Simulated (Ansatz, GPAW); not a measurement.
# Screening of a field by Y2NOS MXene monolayer

Aim: the dipole that a field along the normal induces in Y2NOS MXene monolayer.

Program: GPAW 26.7.0 and Ansatz 0.2.0. Level of theory: Ansatz plane waves; layer without images along its normal, relaxation of atoms and in-plane cell, in the first sound run; inputs show where later runs differ. Results are calculated unless marked as measured.

This is a report of a sequence of runs, with most program output left out.

### Step 1. The structure

The cell holds 5 atoms: 1 S, 2 Y, 1 N and 1 O. Cell: a = 3.406 Å, b = 3.406 Å, c = 23.947 Å, α = 90.0°, β = 90.0°, γ = 120.0°. Vacuum lies along c.

### Step 2. Relaxation

Forces are removed first; all later runs use this geometry.

Contents of input.yaml:

```yaml
crystal:
  lattice:
    - [3.40626, 0.0, 0.0]
    - [-1.70313, 2.9499076919, 0.0]
    - [0.0, 0.0, 23.9471825095]
  atoms:
    - { symbol: S, position: [0.3333333333, 0.6666666667, 0.3758270935] }
    - { symbol: "Y", position: [0.6666666667, 0.3333333333, 0.4566929017], spin: 1.0 }
    - { symbol: "N", position: [0.0, 0.0, 0.5128172263] }
    - { symbol: "Y", position: [0.3333333333, 0.6666666667, 0.568941551], spin: 1.0 }
    - { symbol: O, position: [0.6666666667, 0.3333333333, 0.6241729065] }
  periodic: [true, true, false]
magnetization:
  spin_polarized: true
kpoints:
  mp_grid: { grid: [9, 9, 1] }
hamiltonian:
  xc: pbe
scf:
  occupations: { method: fermi_dirac, width: 0.05 }
relax:
  f_tol: 0.01
  max_steps: 90
  cell: {}
```

Launch:

```
$ ansatz run input.yaml --threads 4 --pin off --max-ram 8192MiB --backend cpu --events-out ev --progress --plain --runs-dir out
```

The job ended after 60 s (4 threads of AMD EPYC 9R14 (Zen 4), shared host; peak memory 0.88 GiB; 3.8 min of CPU time).

The steps of the relaxation:

```
step  energy less that of the first step (eV)  largest force component (eV/Å)  volume (Å³)
   1                                   0.0000                          5.6512       358.66
   2                                  -1.1977                          2.2906       362.21
   3                                  -1.6111                          0.6719       373.51
   4                                  -1.6687                          0.2432       389.13
   5                                  -1.6756                          0.0825       386.48
   6                                  -1.6762                          0.0679       385.97
   7                                  -1.6767                          0.0557       384.76
   8                                  -1.6768                          0.0033       385.27
  9*                                  -1.6911                          0.0036       385.27
  10                                  -1.6910                          0.0111       386.28
  11                                  -1.6910                          0.0029       386.33
 12*                                  -1.6913                          0.0029       386.33
```

Relaxation steps marked * repeat the geometry before them on a plane-wave basis chosen anew for their cell, so energy and pressure can jump there.

The run keeps the 6 symmetry operations that it works with, so distortions that break them were not tested.

```
cell as run  before  after  change
      a (Å)   3.406  3.535  +3.8 %
      b (Å)   3.406  3.535  +3.8 %
```

The atoms that moved most (Å, along periodic axes as changes of fractional coordinates times the final cell, across vacuum about the mean position):

```
atom     dx     dy      dz  length
  O5  0.000  0.000  -0.330   0.330
  Y4  0.000  0.000   0.274   0.274
  N3  0.000  0.000  -0.109   0.109
  Y2  0.000  0.000   0.092   0.092
  S1  0.000  0.000   0.072   0.072
```

Final coordinates:

```xyz
5
Lattice="3.5352 0.0000 0.0000 -1.7676 3.0616 0.0000 0.0000 0.0000 35.6944" Properties=species:S:1:pos:R:3
S     0.0000    2.0411    9.0725
Y     1.7676    1.0205   11.0285
N     0.0000    0.0000   12.1715
Y     0.0000    2.0411   13.8990
O     1.7676    1.0205   14.6173
```

Numbers from this step:

```
free energy         : -9557.8406 eV
smearing term TS    : 0.01799 eV
symmetry operations : 6
```

The relaxation lowered the energy of the cell by 1.69 eV.

### Step 3. Plane waves, PBE

The work function is the vacuum plateau of the electrostatic potential less the Fermi level; a dipole layer lets the two faces have plateaus of their own.

This step: GPAW, PAW setups; slab in vacuum (GPAW 26.7.0).

The cell differs from the one that the last finished run ended in (c 35.694 → 23.545 Å).

Contents of run.py:

```python
import json
import numpy as np
from ase import Atoms
from gpaw import GPAW, PW

slab = Atoms(
    ['S', 'Y', 'N', 'Y', 'O'],
    positions=[
        [-0.00000, 2.04106, 9.00000],
        [1.76761, 1.02053, 10.95604],
        [0.00000, -0.00000, 12.09903],
        [-0.00000, 2.04106, 13.82659],
        [1.76761, 1.02053, 14.54481]],
    cell=[[3.53522, 0.0, -0.0], [-1.76761, 3.06159, -0.0], [-0.0, -0.0, 23.5448]],
    pbc=[True, True, False],
    magmoms=[0.0, 1.0, 0.0, 1.0, 0.0])

slab.calc = GPAW(mode=PW(500), xc='PBE', kpts={'size': (9, 9, 1), 'gamma': True},
                 occupations={'name': 'fermi-dirac', 'width': 0.05}, nbands='160%',
                 convergence={'density': 1e-05}, maxiter=200,
                 poissonsolver={'dipolelayer': 'xy'},
                 symmetry={'tolerance': 1e-3}, txt='slab.txt')
result = {}
energy = slab.get_potential_energy()
fermi = slab.calc.get_fermi_level()
v = slab.calc.get_electrostatic_potential().mean((0, 1)) - fermi
n = slab.calc.get_pseudo_density().mean((0, 1))
L = slab.cell[2, 2]
z = np.arange(len(v)) * L / len(v)
low, high = slab.positions[:, 2].min(), slab.positions[:, 2].max()
below, above = np.interp([low - 6.8, high + 6.8], z, v)
slopes = [np.interp(x, z, np.gradient(v, z)) for x in (low - 6.8, high + 6.8)]
eps = np.array([[slab.calc.get_eigenvalues(k, s) for k in range(len(slab.calc.get_ibz_k_points()))]
                for s in range(slab.calc.get_number_of_spins())]) - fermi
top, bottom = eps[eps < 0].max(), eps[eps > 0].min()
dipole = slab.get_dipole_moment()[2]
print(f'energy {energy:.4f} eV, Fermi level {fermi:.4f} eV, dipole {dipole:.5f} e A')
print(f'potential 6.8 A off the faces, from the Fermi level: lower {below:.4f} eV, upper {above:.4f} eV')
print(f'slope of the potential there: lower {slopes[0]:.5f}, upper {slopes[1]:.5f} eV/A')
print(f'nearest levels on the mesh: {top:.4f} and {bottom:.4f} eV')
print('magnetic moment', round(slab.get_magnetic_moment(), 3))
result.update(energy=energy, fermi=fermi, dipole=dipole, below=below, above=above, slopes=slopes, edges=[top, bottom],
              z=z.tolist(), v=v.tolist(), n=n.tolist(), positions=slab.positions.tolist(),
              forces=slab.get_forces(apply_constraint=False).tolist(), moments=slab.get_magnetic_moments().tolist())
json.dump(result, open('result.json', 'w'))
```

Launch:

```
$ OMP_NUM_THREADS=1 OPENBLAS_NUM_THREADS=1 python run.py
```

Run time: 76 s. Hardware: 1 thread; peak memory 0.38 GiB.

Numbers from this step:

```
dipole along the normal                    : 0.07990 e·Å
levels nearest the Fermi level on the mesh : -0.05362, 0.08245 eV from the Fermi level
upper work function                        : 5.949 eV
lower work function                        : 7.290 eV
sum of the site moments                    : 0 μB
```

The electrostatic potential energy of an electron (without an applied field's), less the Fermi level, planar mean oscillates, so the rows of the table below give means over windows of 1 Å about each position, cut where the curve ends. Its maxima inside the range that stand out by 2 % of the span (Å: eV): 0.6: 7.29, 9.8: -0.178, 11.8: -5.58, 12.7: 0.378. Its minima: 9.0: -12.9, 10.9: -16.6, 12.1: -8.05, 13.8: -16.7.

Table of electrostatic potential energy of an electron (without an applied field's), less the Fermi level, planar mean by z; means over each step:

```
z (Å)  electrostatic potential energy of an electron (without an applied field's), less the Fermi level, planar mean (eV)
    0                                                                                                                7.04
    1                                                                                                                7.29
    2                                                                                                                7.29
    3                                                                                                                7.29
    4                                                                                                                7.29
    5                                                                                                                7.29
    6                                                                                                                7.28
    7                                                                                                                7.17
    8                                                                                                                4.63
    9                                                                                                               -8.10
   10                                                                                                               -2.51
   11                                                                                                               -13.2
   12                                                                                                               -5.74
   13                                                                                                               -3.16
   14                                                                                                               -14.6
   15                                                                                                               -1.23
   16                                                                                                                5.63
   17                                                                                                                5.93
   18                                                                                                                5.95
   19                                                                                                                5.95
   20                                                                                                                5.95
   21                                                                                                                5.95
   22                                                                                                                5.95
   23                                                                                                                6.03
```

The pseudo valence density, planar mean oscillates, so the rows of the table below give means over windows of 1 Å about each position, cut where the curve ends. Its maxima inside the range that stand out by 2 % of the span (Å: e/Å³): 8.7: 0.334, 9.4: 0.355, 10.9: 0.853, 11.9: 0.555, 13.9: 0.964. Its minima: 9.0: 0.303, 10.0: 0.229, 11.7: 0.528, 12.8: 0.240.

Table of pseudo valence density, planar mean by z; means over each step:

z (Å), pseudo valence density, planar mean (e/Å³) and a bar:
```
        5      0.000 
        6      0.000 
        7      0.007 
        8      0.122 ####
        9      0.326 ###########
       10      0.296 ##########
       11      0.697 ########################
       12      0.514 ##################
       13      0.340 ############
       14      0.880 ##############################
       15      0.402 ##############
       16      0.019 #
       17      0.001 
       18      0.000
```

Force by atom:

```
atom  x (eV/Å)  y (eV/Å)  z (eV/Å)   size
  S1     0.000     0.000     0.023  0.023
  Y2     0.000     0.000     0.000  0.000
  N3     0.000     0.000    -0.063  0.063
  Y4     0.000     0.000     0.047  0.047
  O5     0.000     0.000    -0.148  0.148
```

The potential is flat to 5.8e-4 eV/Å where it is read, so the vacuum is wide enough. The geometry is the other program's minimum; here the largest force on a free atom is 0.15 eV/Å.

### Step 4. In a field

A uniform field along the normal polarises the slab; the atoms stay fixed, so this is the electronic response alone.

Edit run.py of step 3 so:

```diff
@@ -4,2 +4,3 @@
 from gpaw import GPAW, PW
+from gpaw.external import ConstantElectricField
 
@@ -21,2 +22,3 @@
                  poissonsolver={'dipolelayer': 'xy'},
+                 external=ConstantElectricField(-0.2, [0, 0, 1]),
                  symmetry={'tolerance': 1e-3}, txt='slab.txt')
```

Wall time 3.4 min (1 thread); peak memory 0.66 GiB.

Numbers from this step:

| Property | Result |
| --- | --- |
| dipole along the normal | -5.49e-4 e·Å |
| levels nearest the Fermi level on the mesh | -0.05198, 0.08290 eV from the Fermi level |
| potential below the slab, the applied field's own ramp left out | 6.549 eV from the Fermi level |
| potential above the slab, the applied field's own ramp left out | 6.558 eV from the Fermi level |

The electrostatic potential energy of an electron (without an applied field's), less the Fermi level, planar mean oscillates, so the rows of the table below give means over windows of 1 Å about each position, cut where the curve ends. Its maxima inside the range that stand out by 2 % of the span (Å: eV): 9.9: -0.573, 11.8: -5.59, 12.7: 0.533. Its minima: 9.0: -13.4, 10.9: -16.8, 12.1: -8.01, 13.8: -16.4.

Electrostatic potential energy of an electron (without an applied field's), less the Fermi level, planar mean against z; means over each step:

z (Å), electrostatic potential energy of an electron (without an applied field's), less the Fermi level, planar mean (eV) and a bar from the least value:
```
        0        6.6 ##############################
        1        6.5 ##############################
        2        6.5 ##############################
        3        6.5 ##############################
        4        6.5 ##############################
        5        6.5 ##############################
        6        6.5 ##############################
        7        6.4 ##############################
        8        3.9 ##########################
        9       -8.7 ########
       10       -2.9 ################
       11      -13.4 #
       12       -5.7 ############
       13       -3.0 ################
       14      -14.2 
       15       -0.7 ###################
       16        6.2 ##############################
       17        6.5 ##############################
       18        6.6 ##############################
       19        6.6 ##############################
       20        6.6 ##############################
       21        6.6 ##############################
       22        6.6 ##############################
       23        6.6 ##############################
```

Force by atom:

```
atom  x (eV/Å)  y (eV/Å)  z (eV/Å)    size
  S1    0.0000    0.0000    0.0187  0.0187
  Y2    0.0000    0.0000   -0.0227  0.0227
  N3    0.0000    0.0000   -0.0003  0.0003
  Y4   -0.0001    0.0001   -0.0820  0.0820
  O5   -0.0002    0.0000   -0.0525  0.0525
```

The dipole is now -5.5e-4 e Å, against 0.080 in the run without a field.

### Step 5. In a field

Edit run.py of step 4 so:

```diff
@@ -22,3 +22,3 @@
                  poissonsolver={'dipolelayer': 'xy'},
-                 external=ConstantElectricField(-0.2, [0, 0, 1]),
+                 external=ConstantElectricField(-0.1, [0, 0, 1]),
                  symmetry={'tolerance': 1e-3}, txt='slab.txt')
```

Wall time 3.4 min (1 thread); peak memory 0.66 GiB.

This step gave:

| Item | Value |
| --- | --- |
| dipole along the normal | 0.03986 e·Å |
| levels nearest the Fermi level on the mesh | -0.05277, 0.08276 eV from the Fermi level |
| potential below the slab, the applied field's own ramp left out | 6.919 eV from the Fermi level |
| potential above the slab, the applied field's own ramp left out | 6.253 eV from the Fermi level |

The electrostatic potential energy of an electron (without an applied field's), less the Fermi level, planar mean oscillates, so the rows of the table below give means over windows of 1 Å about each position, cut where the curve ends. Its maxima inside the range that stand out by 2 % of the span (Å: eV): 9.8: -0.376, 11.8: -5.59, 12.7: 0.455. Its minima: 9.0: -13.2, 10.9: -16.7, 12.1: -8.03, 13.8: -16.6.

Table of electrostatic potential energy of an electron (without an applied field's), less the Fermi level, planar mean by z; means over each step:

```
z (Å)  electrostatic potential energy of an electron (without an applied field's), less the Fermi level, planar mean (eV)
    0                                                                                                                6.79
    1                                                                                                                6.92
    2                                                                                                                6.92
    3                                                                                                                6.92
    4                                                                                                                6.92
    5                                                                                                                6.92
    6                                                                                                                6.91
    7                                                                                                                6.81
    8                                                                                                                4.29
    9                                                                                                               -8.38
   10                                                                                                               -2.69
   11                                                                                                               -13.3
   12                                                                                                               -5.73
   13                                                                                                               -3.06
   14                                                                                                               -14.4
   15                                                                                                              -0.969
   16                                                                                                                5.93
   17                                                                                                                6.24
   18                                                                                                                6.25
   19                                                                                                                6.25
   20                                                                                                                6.25
   21                                                                                                                6.25
   22                                                                                                                6.25
   23                                                                                                                6.29
```

Force by atom:

```
atom  x (eV/Å)  y (eV/Å)  z (eV/Å)   size
  S1     0.000     0.000     0.021  0.021
  Y2     0.000     0.000    -0.012  0.012
  N3     0.000     0.000    -0.031  0.031
  Y4     0.000     0.000    -0.017  0.017
  O5     0.000     0.000    -0.100  0.100
```

The dipole is now 0.0399 e Å, against 0.080 in the run without a field.

[end of part 1 of 3]

[Logs are printed without paths, hosts, clocks, repeated set-up lines and the standing remarks that a program may print on its own settings, such as how far it seeks lower states.]

[Hosts, paths, dates, database ids (printed as entryN), source tags and the programs' standing remarks are cut or masked in the printed files.]
